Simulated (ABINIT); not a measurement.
# Ba2TaBiO6 (R-3): a self-consistent loop beyond G0W0, cycle by cycle, part 3 of 3

Aim: iterate the self-energy on Ba2TaBiO6 (R-3) and follow the gap from cycle to cycle.

ABINIT 10.8.3; LDA and many-body steps on it, plane waves. Known limits of the many-body steps: not at the basis limit; no spin-orbit coupling; coarse k mesh.

So far. Step 10 (evGW, cycle 1): Against G0W0 in ABINIT (2×2×2 mesh, 250 bands, screening to 130.6 eV, Godby-Needs plasmon pole), the gap moves by +0.271 eV. Step 13 (evGW, cycle 2): Against the cycle before, the gap moves by +0.020 eV.

**15. Screening, 2×2×2 mesh, 250 bands, screening to 130.6 eV**

This step: RPA screening on LDA from quasiparticle energies, plane waves, norm-conserving pseudopotentials.

run.abi

```
acell 3*1.0 Angstrom
rprim 
  3.075626834241 1.775713980676 4.956223105800
  -3.075626834241 1.775713980676 4.956223105800
  0.000000000000 -3.551427961352 4.956223105800
ntypat 4
znucl 56 73 83 8
natom 10
typat 1 1 2 3 4 4 4 4 4 4
xred 
  0.748816000000 0.748816000000 0.748816000000
  0.251184000000 0.251184000000 0.251184000000
  0.500000000000 0.500000000000 0.500000000000
  0.000000000000 0.000000000000 0.000000000000
  0.725510000000 0.218856000000 0.322035000000
  0.218856000000 0.322035000000 0.725510000000
  0.322035000000 0.725510000000 0.218856000000
  0.274490000000 0.781144000000 0.677965000000
  0.677965000000 0.274490000000 0.781144000000
  0.781144000000 0.677965000000 0.274490000000
pp_dirpath "pseudos"
pseudos "Ba.upf, Ta.upf, Bi.upf, O.upf"
ecut 62
ngkpt 2 2 2
nshiftk 1
shiftk 0 0 0
kptopt 1
chksymbreak 0
istwfk *1
occopt 1
irdwfk 1
optdriver 3
nband 250
ecuteps 4.8
inclvkb 2
awtr 1
symchi 1
irdqps 1
gwcalctyp 10
nqptdm 3
qptdm 
  0.5000000000 0.0000000000 0.0000000000
  0.5000000000 0.5000000000 0.0000000000
  0.5000000000 0.5000000000 0.5000000000
indata_prefix "in"
outdata_prefix "out"
tmpdata_prefix "tmp"
```

mrgscr.stdin

```
2
merged
q0_SCR
out_SCR
1
```

Run with:

```sh
$ OMP_NUM_THREADS=1 mpirun -n 4 abinit run.abi > log; mrgscr < mrgscr.stdin
```

Numbers of over 12 decimals in the logs are rounded to 6 here.

Output:

```text
.Version 10.8.3 of ABINIT. v10.8.2 released Aug 2026.

 Symmetries : space group R-3 (#148); Bravais hR (rhombohedral)
[... echo of the input left out ...]
== DATASET  1 ==================================================================
-   mpi_nproc: 4, omp_nthreads: 1 (-1 if OMP is not activated)

--- !DatasetInfo
iteration_state: {dtset: 1, }
dimensions: {natom: 10, nkpt: 4, mband: 250, nsppol: 1, nspinor: 1, nspden: 1, mpw: 25587, }
cutoff_energies: {ecut:  62.0, pawecutdg:  -1.0, }
[...]
q-point number  1        q = ( 0.500000, 0.000000, 0.000000) [r.l.u.]
--------------------------------------------------------------------------------
[... chi0 elements left out ...]
  Average fulfillment of the sum rule on Im[epsilon] for q-point    2 :     65.97  [%]

--------------------------------------------------------------------------------
  q-point number  2        q = ( 0.500000, 0.500000, 0.000000) [r.l.u.]
--------------------------------------------------------------------------------
[... chi0 elements left out ...]
  Average fulfillment of the sum rule on Im[epsilon] for q-point    3 :     65.00  [%]

 [... 1 further q-points ...]
```

Wall time 2.9 min (4 MPI ranks of Arm Neoverse V1, shared host); peak memory 5 GiB.

Numbers from this step:

```
plasma frequency                    : 30.00 eV
plane waves in the screening matrix : 537
```

This screening reads the quasiparticle levels of the cycle before.

**16. evGW, cycle 3**

This step: evGW on LDA, plane waves, norm-conserving pseudopotentials.

run.abi: that of step 15 with these lines changed.

```diff
@@ -31,12 +31,10 @@
 irdwfk 1
-optdriver 3
+optdriver 4
 nband 250
-ecuteps 4.8
-inclvkb 2
-awtr 1
-symchi 1
-irdqps 1
 gwcalctyp 10
-nqptdm 3
-qptdm 
+ecutsigx 62
+symsigma 1
+nkptgw 4
+kptgw 
+  0.0000000000 0.0000000000 0.0000000000
   0.5000000000 0.0000000000 0.0000000000
@@ -44,2 +42,11 @@
   0.5000000000 0.5000000000 0.5000000000
+bdgw 
+  36 61
+  36 61
+  36 61
+  36 61
+ecuteps 4.8
+irdscr 1
+ppmodel 1
+irdqps 1
 indata_prefix "in"
```

Run with:

```sh
$ OMP_NUM_THREADS=1 mpirun -n 4 abinit run.abi > log
```

Output:

```text
.Version 10.8.3 of ABINIT. v10.8.2 released Aug 2026.

 Symmetries : space group R-3 (#148); Bravais hR (rhombohedral)
[... echo of the input left out ...]
== DATASET  1 ==================================================================
-   mpi_nproc: 4, omp_nthreads: 1 (-1 if OMP is not activated)

--- !DatasetInfo
iteration_state: {dtset: 1, }
dimensions: {natom: 10, nkpt: 4, mband: 250, nsppol: 1, nspinor: 1, nspden: 1, mpw: 25587, }
cutoff_energies: {ecut:  62.0, pawecutdg:  -1.0, }
[...]
.  kptgw no:  2; Maximum DeltaE = (   0.000   0.000) for band index:  3
.  kptgw no:  3; Maximum DeltaE = (   0.000   0.000) for band index:  1
.  kptgw no:  4; Maximum DeltaE = (  -0.001   0.000) for band index:  1

== END DATASET(S) ==============================================================
================================================================================

 -outvars: echo values of variables after computation  --------
           etotal      0.0000000000E+00
            nband         250
             nkpt           4
          spgroup         148
 [... the other variables as echoed above ...]

 Calculation completed.
```

Run time: 11 min. Hardware: 4 MPI ranks; peak memory 7.5 GiB; 45 min of CPU time.

Numbers from this step:

```yaml
quasiparticle_gap_on_the_mesh: 3.638 eV
gap_of_the_density_functional_on_the_mesh: 2.549 eV
k_of_the_valence_top: 0.5, 0.5, 0.5
k_of_the_conduction_bottom: 0.5, 0, 0
least_direct_quasiparticle_gap_on_the_computed_points: 3.671 eV
```

Against the cycle before, the gap moves by +0.001 eV.

**17. The runs together**

Times are wall times on 4 MPI ranks of Arm Neoverse V1, shared host, good to a factor of about two. A run's time includes the screening step that it read.

| run | mesh | bands | screening cutoff (eV) | DFT gap (eV) | gap on the mesh (eV) | direct (eV) | ε∞ used | time |
| --- | --- | --- | --- | --- | --- | --- | --- | --- |
| G0W0 | 2×2×2 | 250 | 130.6 | 2.549 | 3.346 | 3.379 | 6.61 | 9.8 min |
| evGW0, cycle 1 | 2×2×2 | 250 | 130.6 | 2.549 | 3.492 | 3.527 | 6.61 | 19 min |
| evGW0, cycle 2 | 2×2×2 | 250 | 130.6 | 2.549 | 3.437 | 3.471 | 6.61 | 19 min |
| evGW0, cycle 3 | 2×2×2 | 250 | 130.6 | 2.549 | 3.436 | 3.470 | 6.61 | 20 min |
| evGW, cycle 1 | 2×2×2 | 250 | 130.6 | 2.549 | 3.617 | 3.651 | 5.76 | 20 min |
| evGW, cycle 2 | 2×2×2 | 250 | 130.6 | 2.549 | 3.637 | 3.670 | 5.63 | 20 min |
| evGW, cycle 3 | 2×2×2 | 250 | 130.6 | 2.549 | 3.638 | 3.671 | 5.61 | 21 min |

**18. Outcome**

| Item | Value |
| --- | --- |
| G0W0 | 3.346 eV |
| evGW0, cycle 1 | 3.492 eV |
| evGW0, cycle 2 | 3.437 eV |
| evGW0, cycle 3 | 3.436 eV |
| evGW, cycle 1 | 3.617 eV |
| evGW, cycle 2 | 3.637 eV |
| evGW, cycle 3 | 3.638 eV |
| known limits | not at the basis limit; no spin-orbit coupling; coarse k mesh |

In words: Only the bands that the input lists are updated; the others, empty or deep, keep the functional's energies or take a rigid shift. The evGW loop starts from the last levels of evGW0, so its cycles and time come on top of those. evGW0 ends at 3.44 eV, +0.09 eV from G0W0, after 3 cycles that took 33 min beside the first screening; the last moved the gap by 0.001 eV. evGW ends at 3.64 eV, +0.29 eV from G0W0, after 3 cycles that took 61 min beside the first screening; the last moved the gap by 0.001 eV. The first cycle of evGW0 takes the full correction, without the factor Z, so it overshoots the one-shot value. Bands and cutoff are finite, so the gap is not at the basis limit. The miss can reach some tenths of an eV and take either sign; the mesh is an error of its own. The 2×2×2 mesh is coarse for this cell, which bears on the long-range parts of exchange and screening. Where an edge is built on 6p states of lead, bismuth or thallium, scalar-relativistic gaps usually stand too wide, by a few tenths to over one eV. In the updated screening the q = 0 part is built from Kohn-Sham bands under a rigid shift, the other q from the quasiparticle levels. The many-body steps are scalar-relativistic: spin-orbit coupling is not in them.

[Paths, hosts, dates, memory and timing lines, banners, echoed tables and standing remarks are left out of the program output.]

[Logs are printed without paths, hosts, clocks, repeated set-up lines and the standing remarks that a program may print on its own settings, such as how far it seeks lower states.]

[Runs of the session that timed out or met a known fault of the program may be left out.]

[Hosts, paths, dates, database ids (printed as entryN), source tags and the programs' standing remarks are cut or masked in the printed files.]

[G0W0 gaps are taken among the corrected bands and points alone; a level outside them can change the order at an edge.]

[Where Ansatz stands beside ABINIT at settings called matched, ABINIT's density can come from a denser mesh and the files from another edition; pairs whose starting gaps differed by over 0.03 eV were left out, so agreement reads better than it is.]
